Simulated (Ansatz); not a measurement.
**The perfect Mo wire along [111], 7 atoms a period**

Aim: is the Mo wire along [111], 7 atoms a period a metal or a semiconductor?

Calculated with Ansatz 0.2.0; DFT PBE, plane waves, PAW; relaxation of a wire's period; PAW set soft_1, in the first sound run; inputs show where later runs differ.

**1. Set-up**

The cell holds 7 atoms: 7 Mo. Cell: a = 11.269 Å, b = 11.960 Å, c = 2.737 Å, α = 90.0°, β = 90.0°, γ = 90.0°. Vacuum lies along a and b. The structure's axis is c.

**2. The relaxed wire**

Band widths follow the bond lengths, so the wire is relaxed first. The atoms and the third cell vector are free; the box across stays fixed as vacuum. A Fermi-Dirac smearing is set since the result may be a metal. The pressure printed is a third of the stress's trace over the whole box, vacuum included; only the stress along the axis is relaxed.

input.yaml

```yaml
crystal:
  lattice:
    - [11.269, 0.0, 0.0]
    - [0.0, 11.96, 0.0]
    - [0.0, 0.0, 2.736640276]
  atoms:
    - { symbol: Mo, position: [0.499996222, 0.500010802, 0.0] }
    - { symbol: Mo, position: [0.301712663, 0.392145869, 0.333333333] }
    - { symbol: Mo, position: [0.499996222, 0.715740668, 0.333333333] }
    - { symbol: Mo, position: [0.698279781, 0.392145869, 0.333333333] }
    - { symbol: Mo, position: [0.301712663, 0.607875735, 0.666666667] }
    - { symbol: Mo, position: [0.499996222, 0.284280936, 0.666666667] }
    - { symbol: Mo, position: [0.698279781, 0.607875735, 0.666666667] }
kpoints:
  mp_grid: { grid: [1, 1, 30] }
scf:
  occupations: { method: fermi_dirac, width: 0.05 }
hamiltonian:
  xc: pbe
  pseudopotentials: { kind: paw, azcp: { folder: soft_1 } }
relax:
  cell: { fix: [a, b, alpha, beta, gamma] }
  max_steps: 45
  f_tol: 0.03
```

Command:

```sh
ansatz run input.yaml --threads 4 --pin off --max-ram 16384MiB --backend cpu --events-out ev --progress --plain --runs-dir out
```

Numbers of over 12 decimals in the logs are rounded to 6 here.

What it wrote:

```text
Engine: ansatz 0.2.0, x86_64-unknown-linux-gnu
Pseudopotentials: kind: paw
Pseudopotential: Mo, paw, valence charge 14, recommended cutoff 420 eV (normal), soft_1/Mo.paw.azcp
Functional definition: PBE
  parameter kappa = 0.804
  parameter beta = 0.066725
  exchange = pbe_x(kappa = kappa, mu = beta*pi^2/3)
  correlation = pbe_c(beta = beta)
Crystal: 7 atoms, lattice volume = 368.837 Å³
Basis set: ecut = 420 eV, 7251 PW (Γ), exchange–correlation on 160×160×40 points (8 copies of the dense FFT grid, shifted against one another)
Bands: 59, of which v1, the nominal top of the filled ones, is band 49 counted from 1 (48 counted from 0)
Symmetry: 4 space group operations
Space group: P2/m (ITA 10), of the structure as read, at distance tolerance 7.2e-5 Å
k-points: 16 of 30
Non-local potential: Mo, projectors of the file, l = 0: 3, l = 1: 2, l = 2: 2, l = 3: 1
PAW form: soft (Blöchl's): semilocal exchange-correlation on the pseudo side does not see the compensation charge
PAW one-centre angular grid: Mo, 590 points (default); XC on 64 Gauss nodes
Initial density: superposition of atomic densities (neutral atoms: chi_scale 0, normalization atom)
Initial wavefunctions: pseudopotential atomic-orbital guess
Functional: x = pbe(κ = 0.804, μ = 0.219515), c = pbe(β = 0.066725)
SCF iter   1: F=—  HF=-34686.225357 eV  |F-HF|=—  |Δ(HF+E_count)|=         —  Δρ=5.59e-2  dr2=3.22e1  ethr=3.10e-3  ⟨swp⟩=8.8  Hψ=3923  notcnv=0
preconditioner: auto → LDOS  [metal: Δε(μ)=0.041 eV  Ē_g=3.604 eV  σ=0.050 eV  W_gap=0.20  n_scr=50 (ndim 8)  ℏωp=12.5 eV  f_vac=0.508  D(μ)=10.90/eV (n_scr^D=62)  β→1.0]
SCF iter   2: F=—  HF=-34683.996793 eV  |F-HF|=—  |Δ(HF+E_count)|=    2.23e0  Δρ=4.61e-2  dr2=2.94e1  ethr=3.10e-3  ⟨swp⟩=4.4  Hψ=2681  notcnv=0
SCF iter   3: F=—  HF=-34679.757952 eV  |F-HF|=—  |Δ(HF+E_count)|=    4.24e0  Δρ=9.15e-3  dr2=1.37e0  ethr=3.10e-3  ⟨swp⟩=3.4  Hψ=2510  notcnv=0  defer=4
SCF iter   4: F=—  HF=-34679.642470 eV  |F-HF|=—  |Δ(HF+E_count)|=   1.15e-1  Δρ=2.85e-3  dr2=8.41e-2  ethr=1.40e-3  ⟨swp⟩=2.2  Hψ=1341  notcnv=0  defer=2
SCF iter   5: F=—  HF=-34679.637225 eV  |F-HF|=—  |Δ(HF+E_count)|=   5.25e-3  Δρ=8.10e-4  dr2=4.87e-3  ethr=8.58e-5  ⟨swp⟩=3.8  Hψ=2166  notcnv=0  defer=3
SCF iter   6: F=—  HF=-34679.637985 eV  |F-HF|=—  |Δ(HF+E_count)|=   7.60e-4  Δρ=4.49e-4  dr2=1.61e-3  ethr=4.97e-6  ⟨swp⟩=2.6  Hψ=1634  notcnv=0  defer=3
SCF iter   7: F=—  HF=-34679.637793 eV  |F-HF|=—  |Δ(HF+E_count)|=   1.92e-4  Δρ=1.27e-4  dr2=2.21e-4  ethr=1.64e-6  ⟨swp⟩=2.1  Hψ=1296  notcnv=0  defer=3
SCF iter   8: F=—  HF=-34679.637821 eV  |F-HF|=—  |Δ(HF+E_count)|=   2.80e-5  Δρ=5.04e-5  dr2=2.27e-5  ethr=2.25e-7  ⟨swp⟩=2.3  Hψ=1317  notcnv=0  defer=3
SCF iter   9: F=—  HF=-34679.637464 eV  |F-HF|=—  |Δ(HF+E_count)|=   3.57e-4  Δρ=1.62e-5  dr2=1.83e-6  ethr=2.31e-8  ⟨swp⟩=2.4  Hψ=1344  notcnv=0  defer=3
SCF iter  10: F=—  HF=-34679.637464 eV  |F-HF|=—  |Δ(HF+E_count)|=   2.13e-8  Δρ=4.43e-6  dr2=1.64e-7  ethr=1.87e-9  ⟨swp⟩=3.3  Hψ=1916  notcnv=0  defer=2
SCF iter  11: F=-34679.637464 eV  HF=-34679.637464 eV  |F-HF|=4.95e-9  |Δ(HF+E_count)|=   2.25e-8  Δρ=1.53e-6  dr2=1.28e-8  ethr=1.02e-10  ⟨swp⟩=5.1  Hψ=3108  notcnv=0
SCF 1 converged in 11 iterations: F = -34679.637464 eV  dr2 = 1.28e-8
  greatest PAW one-centre occupation: 0.999 electrons in one spin orbital (limit 2), on the Mo atom at site 0 (counted from 0), in its partial waves of l = 0
relax step   1: F+E_penalty+E_count = -34679.63746404 eV  Δ(F+E_penalty+E_count) = +0.000e0 eV  max|allowed force component| = 1.811e0 eV/Å  Δτ_max = 0.0000 Å  P = -6.692 GPa  Ω = 368.837 Å³  fix = [a, b, alpha, beta, gamma]  reactions: a -6.154, b -6.149 GPa; alpha -0.031 GPa/rad  (11 SCF iters, dr2 threshold 1.00e-7 eV, accepted)
Crystal: 7 atoms, lattice volume = 355.545 Å³
Basis set: ecut = 420 eV, 6975 PW (Γ), exchange–correlation on 160×160×40 points (8 copies of the dense FFT grid, shifted against one another)
Initial density: handed on by an earlier stage of this run
Initial wavefunctions: those handed on with the density
SCF iter   1: F=—  HF=-34680.949286 eV  |F-HF|=—  |Δ(HF+E_count)|=         —  Δρ=2.07e-2  dr2=4.43e0  ethr=3.10e-3  ⟨swp⟩=14.1  Hψ=4655  notcnv=0
preconditioner: auto → LDOS  [metal: Δε(μ)=0.025 eV  Ē_g=3.727 eV  σ=0.050 eV  W_gap=0.12  n_scr=50 (ndim 8)  ℏωp=12.8 eV  f_vac=0.556  D(μ)=11.73/eV (n_scr^D=70)  β→1.0]
SCF iter   2: F=—  HF=-34680.721566 eV  |F-HF|=—  |Δ(HF+E_count)|=   2.28e-1  Δρ=8.97e-3  dr2=1.14e0  ethr=3.10e-3  ⟨swp⟩=3.2  Hψ=1659  notcnv=0  defer=4
SCF iter   3: F=—  HF=-34680.629867 eV  |F-HF|=—  |Δ(HF+E_count)|=   9.17e-2  Δρ=3.04e-3  dr2=1.71e-1  ethr=1.16e-3  ⟨swp⟩=3.1  Hψ=1504  notcnv=0  defer=4
SCF iter   4: F=—  HF=-34680.608526 eV  |F-HF|=—  |Δ(HF+E_count)|=   2.13e-2  Δρ=8.30e-4  dr2=6.17e-3  ethr=1.74e-4  ⟨swp⟩=2.6  Hψ=1749  notcnv=0  defer=7
SCF iter   5: F=—  HF=-34680.608548 eV  |F-HF|=—  |Δ(HF+E_count)|=   2.29e-5  Δρ=2.36e-4  dr2=5.01e-4  ethr=6.29e-6  ⟨swp⟩=2.5  Hψ=1661  notcnv=0  defer=7
SCF iter   6: F=—  HF=-34680.608480 eV  |F-HF|=—  |Δ(HF+E_count)|=   6.87e-5  Δρ=7.25e-5  dr2=3.90e-5  ethr=5.11e-7  ⟨swp⟩=2.6  Hψ=1362  notcnv=0  defer=7
SCF iter   7: F=—  HF=-34680.608495 eV  |F-HF|=—  |Δ(HF+E_count)|=   1.49e-5  Δρ=2.29e-5  dr2=3.98e-6  ethr=3.98e-8  ⟨swp⟩=2.2  Hψ=1344  notcnv=0  defer=7
SCF iter   8: F=-34680.608496 eV  HF=-34680.608496 eV  |F-HF|=1.73e-7  |Δ(HF+E_count)|=   1.31e-6  Δρ=7.61e-6  dr2=2.61e-7  ethr=7.14e-10  ⟨swp⟩=6.2  Hψ=3877  notcnv=0
SCF 2 converged in 8 iterations: F = -34680.608496 eV  dr2 = 2.61e-7
relax step   2: F+E_penalty+E_count = -34680.60849619 eV  Δ(F+E_penalty+E_count) = -9.710e-1 eV  max|allowed force component| = 1.047e0 eV/Å  Δτ_max = 0.1948 Å  P = +3.389 GPa  Ω = 355.545 Å³  energy of the carried Pulay correction = +8.559e-4 eV  fix = [a, b, alpha, beta, gamma]  reactions: a +3.359, b +3.347 GPa; alpha +0.019 GPa/rad  (8 SCF iters, dr2 threshold 7.00e-7 eV, accepted)
Crystal: 7 atoms, lattice volume = 358.526 Å³
Basis set: ecut = 420 eV, 7051 PW (Γ), exchange–correlation on 160×160×40 points (8 copies of the dense FFT grid, shifted against one another)
iter 1 solved again at ethr=1.01e-3 eV; its pass at ethr=3.10e-3 eV (dr2=9.87e-1 eV) is discarded
SCF iter   1: F=—  HF=-34680.912297 eV  |F-HF|=—  |Δ(HF+E_count)|=         —  Δρ=1.03e-2  dr2=9.30e-1  ethr=1.01e-3  ⟨swp⟩=1.3  Hψ=4665  notcnv=0
preconditioner: auto → LDOS  [metal: Δε(μ)=0.002 eV  Ē_g=3.407 eV  σ=0.050 eV  W_gap=0.01  n_scr=50 (ndim 8)  ℏωp=12.7 eV  f_vac=0.542  D(μ)=12.86/eV (n_scr^D=86)  β→1.0]
[...]
SCF iter   6: F=—  HF=-34680.832614 eV  |F-HF|=—  |Δ(HF+E_count)|=   3.28e-4  Δρ=4.97e-5  dr2=1.73e-5  ethr=1.24e-7  ⟨swp⟩=2.1  Hψ=1641  notcnv=0  defer=7
SCF iter   7: F=—  HF=-34680.832621 eV  |F-HF|=—  |Δ(HF+E_count)|=   6.79e-6  Δρ=1.33e-5  dr2=1.42e-6  ethr=1.76e-8  ⟨swp⟩=2.1  Hψ=1341  notcnv=0  defer=7
SCF iter   8: F=-34680.832621 eV  HF=-34680.832622 eV  |F-HF|=2.12e-7  |Δ(HF+E_count)|=   3.39e-7  Δρ=5.48e-6  dr2=3.88e-7  ethr=7.14e-10  ⟨swp⟩=5.4  Hψ=3560  notcnv=0
SCF 3 converged in 8 iterations: F = -34680.832621 eV  dr2 = 3.88e-7
relax step   3: F+E_penalty+E_count = -34680.83262134 eV  Δ(F+E_penalty+E_count) = -2.241e-1 eV  max|allowed force component| = 1.952e-1 eV/Å  Δτ_max = 0.0848 Å  P = -0.679 GPa  Ω = 358.526 Å³  energy of the carried Pulay correction = +6.612e-4 eV  fix = [a, b, alpha, beta, gamma]  reactions: a -0.833, b -0.759 GPa; alpha +0.073 GPa/rad  (8 SCF iters, dr2 threshold 7.00e-7 eV, accepted)
[...]
relax step   4: F+E_penalty+E_count = -34680.84147392 eV  Δ(F+E_penalty+E_count) = -8.853e-3 eV  max|allowed force component| = 2.912e-2 eV/Å  Δτ_max = 0.0137 Å  P = -0.087 GPa  Ω = 358.336 Å³  energy of the carried Pulay correction = +6.736e-4 eV  fix = [a, b, alpha, beta, gamma]  reactions: a -0.183, b -0.178 GPa; alpha +0.022 GPa/rad  (6 SCF iters, dr2 threshold 7.00e-7 eV, accepted)
[...]
relax step   5: F+E_penalty+E_count = -34680.84092710 eV  Δ(F+E_penalty+E_count) = +5.468e-4 eV  max|allowed force component| = 4.363e-2 eV/Å  Δτ_max = 0.0143 Å  P = -0.089 GPa  Ω = 358.612 Å³  energy of the carried Pulay correction = +6.556e-4 eV  fix = [a, b, alpha, beta, gamma]  (7 SCF iters, dr2 threshold 2.48e-8 eV, rejected (line search))
[...]
relax step   6: F+E_penalty+E_count = -34680.84187231 eV  Δ(F+E_penalty+E_count) = -3.984e-4 eV  max|allowed force component| = 5.816e-3 eV/Å  Δτ_max = 0.0039 Å  P = -0.035 GPa  Ω = 358.671 Å³  energy of the carried Pulay correction = +6.518e-4 eV  fix = [a, b, alpha, beta, gamma]  reactions: a -0.117, b -0.082 GPa; alpha +0.044 GPa/rad  (10 SCF iters, accepted)
[...]
relax step   7: F+E_penalty+E_count = -34680.84196466 eV  Δ(F+E_penalty+E_count) = -9.235e-5 eV  max|allowed force component| = 8.903e-3 eV/Å  Δτ_max = 0.0044 Å  P = -0.068 GPa  Ω = 359.132 Å³  energy of the carried Pulay correction = +6.218e-4 eV  fix = [a, b, alpha, beta, gamma]  reactions: a -0.115, b -0.085 GPa; alpha +0.016 GPa/rad  (6 SCF iters, dr2 threshold 2.15e-8 eV, accepted)
Basis set: ecut = 420 eV, 7067 PW (Γ), exchange–correlation on 160×160×36 points (8 copies of the dense FFT grid, shifted against one another)
Initial wavefunctions: pseudopotential atomic-orbital guess (no wavefunctions were taken with the density)
iter 1 solved again at ethr=6.12e-7 eV; its pass at ethr=3.10e-3 eV (dr2=5.99e-4 eV) is discarded
SCF iter   1: F=—  HF=-34680.841332 eV  |F-HF|=—  |Δ(HF+E_count)|=         —  Δρ=3.57e-5  dr2=7.62e-7  ethr=6.12e-7  ⟨swp⟩=4.5  Hψ=6904  notcnv=0
eigensolver tolerance schedule: the retry pair's looser diagonalisation over-reported the residual by 785.41 of it (diagonalisation noise at 0.18 of the residual, at the tolerance the schedule requests for it); recorded, not acted on — ethr = c·dr2/N_el stays at c = 1.0e-1
preconditioner: auto → LDOS  [metal: Δε(μ)=0.004 eV  Ē_g=3.456 eV  σ=0.050 eV  W_gap=0.02  n_scr=50 (ndim 8)  ℏωp=12.7 eV  f_vac=0.547  D(μ)=13.01/eV (n_scr^D=86)  β→1.0]
SCF iter   2: F=—  HF=-34680.841224 eV  |F-HF|=—  |Δ(HF+E_count)|=   1.08e-4  Δρ=7.15e-6  dr2=1.72e-7  ethr=7.78e-10  ⟨swp⟩=3.3  Hψ=2200  notcnv=0
SCF iter   3: F=—  HF=-34680.841224 eV  |F-HF|=—  |Δ(HF+E_count)|=   3.90e-8  Δρ=2.77e-6  dr2=5.99e-8  ethr=1.75e-10  ⟨swp⟩=2.0  Hψ=1748  notcnv=0
SCF iter   4: F=—  HF=-34680.841224 eV  |F-HF|=—  |Δ(HF+E_count)|=   1.28e-8  Δρ=6.83e-7  dr2=2.21e-9  ethr=6.11e-11  ⟨swp⟩=3.2  Hψ=2050  notcnv=0
SCF iter   5: F=—  HF=-34680.841224 eV  |F-HF|=—  |Δ(HF+E_count)|=  4.37e-10  Δρ=1.62e-7  dr2=6.11e-10  ethr=2.25e-12  ⟨swp⟩=2.0  Hψ=1594  notcnv=0
SCF iter   6: F=—  HF=-34680.841224 eV  |F-HF|=—  |Δ(HF+E_count)|=  2.18e-11  Δρ=9.93e-8  dr2=9.54e-11  ethr=1.00e-12  ⟨swp⟩=1.8  Hψ=1038  notcnv=0
SCF iter   7: F=-34680.841224 eV  HF=-34680.841224 eV  |F-HF|=1.46e-11  |Δ(HF+E_count)|=  7.28e-12  Δρ=3.00e-8  dr2=1.15e-11  ethr=1.00e-12  ⟨swp⟩=5.1  Hψ=3417  notcnv=0
SCF 8 converged in 7 iterations: F = -34680.841224 eV  dr2 = 1.15e-11
relax step   8: F+E_penalty+E_count = -34680.84122409 eV  Δ(F+E_penalty+E_count) = +7.406e-4 eV  max|allowed force component| = 8.936e-3 eV/Å  Δτ_max = 0.0000 Å  P = -0.065 GPa  Ω = 359.132 Å³  fix = [a, b, alpha, beta, gamma]  reactions: a -0.112, b -0.082 GPa; alpha +0.016 GPa/rad  stress off target by 2.20e-3 GPa on what of the cell is left free  SCF on the basis re-selected at this cell (its energy is not comparable with the rows above)  (7 SCF iters)
basis re-selected at this cell: Δ(F+E_penalty+E_count) = +7.406e-4 eV, ΔP = +0.003 GPa vs the last step (what re-selecting the basis moved, of the pressure what is left beyond the Pulay correction that the steps carried, after the strain that the cell walked since its last selection, with what the two solves' SCF thresholds leave and, on support functions, any second-order correction that the steps lacked; it is no measure of the basis error at this ecutwfc). The dense FFT grid was sized anew with the basis: this SCF ran on 80×80×18 points, the steps before it on 80×80×20, so part of this shift can come from that change (see relax.cell in the input reference). [rest of the remark cut]
SCF converged after 7 iterations
Free energy (F): -34680.841224 eV
Harris-Foulkes:  -34680.841224 eV  (|F-HF|=1.46e-11)
Internal energy: -34680.737991 eV  (E = F + TS)
E sigma→0 (E₀):  -34680.789608 eV
Entropy (-TS):   -0.103233 eV (-14.748 meV/atom)
Fermi energy:    3.725073 eV
--- Per-component energies (eV) ---
  E_band       = -2052.350045
  E_kinetic    = 2955.403069
  E_local      = -38629.261285  (includes V_loc(G=0)·N_el)
  E_nonlocal   = 1053.274328
  E_hartree    = 17609.787028
  E_xc         = -1224.156450
  E_vxc        = -1524.872331  (∫ρ·V_xc dr)
  E_paw        = -22488.062039  (= ΣΔE_a)
  E_vpaw       = -1126.468981  (= ΣTr[D̂ρ^β])
  E_aug_tail   = 0.000349  (compensation charges beyond the density's cutoff)
  E_ewald      = 6042.277008
  E_smearing   = -0.103233  (= −TS)
  E_closure    = -0.000000  (closes the sum)
  Σ components = -34680.841224   (vs F -34680.841224, Δ=0.00e0)
--- Forces (eV/Å), atoms counted from 1 ---
  atom   1  Mo     0.00000000     0.00000000     0.00000000
  atom   2  Mo     0.00074486     0.00064405     0.00169944
  atom   3  Mo     0.00000000    -0.00110796     0.00893608
  atom   4  Mo    -0.00074486     0.00064405     0.00169944
  atom   5  Mo     0.00074486    -0.00064405    -0.00169944
  atom   6  Mo     0.00000000     0.00110796    -0.00893608
  atom   7  Mo    -0.00074486    -0.00064405    -0.00169944
  max |Σ_I F_I| component: 4.34e-19 eV/Å
--- Stress (GPa, compression-positive) ---
       -0.112359       0.000000       0.000000
        0.000000      -0.081570      -0.016328
        0.000000      -0.016328      -0.002198
  P = ⅓ Tr σ = -0.0654 GPa (-0.654 kbar)
--- Relaxed structure (7 steps of the walk, 6 accepted, 1 SCFs on fresh bases) ---
  F+E_penalty+E_count = -34680.84122409 eV   max|allowed force component| = 8.936e-3 eV/Å   (the final SCF, on the basis selected at the relaxed cell)
  cell:  # Å, volume = 359.1319 Å³
    - [11.269, 0.0, 0.0]
    - [0.0, 11.96, 0]
    - [0.0, 0, 2.664634]
  atoms:
    - { symbol: Mo, position: [0.499996, 0.500011, 0] }
    - { symbol: Mo, position: [0.311118, 0.397423, 0.370225] }
    - { symbol: Mo, position: [0.499996, 0.705049, 0.371732] }
    - { symbol: Mo, position: [0.688874, 0.397423, 0.370225] }
    - { symbol: Mo, position: [0.311118, 0.602598, 0.629775] }
    - { symbol: Mo, position: [0.499996, 0.294973, 0.628268] }
    - { symbol: Mo, position: [0.688874, 0.602598, 0.629775] }
```

The job ended after 78 s (4 threads of Intel Xeon Platinum 8259CL at 2.50GHz (Skylake/Cascade Lake), shared host; peak memory 0.99 GiB; 4.5 min of CPU time).

(Continued in part 2 of 2.)

[Logs are printed without paths, hosts, clocks, repeated set-up lines and the standing remarks that a program may print on its own settings, such as how far it seeks lower states.]

[Hosts, paths, dates, database ids (printed as entryN), source tags and the programs' standing remarks are cut or masked in the printed files.]
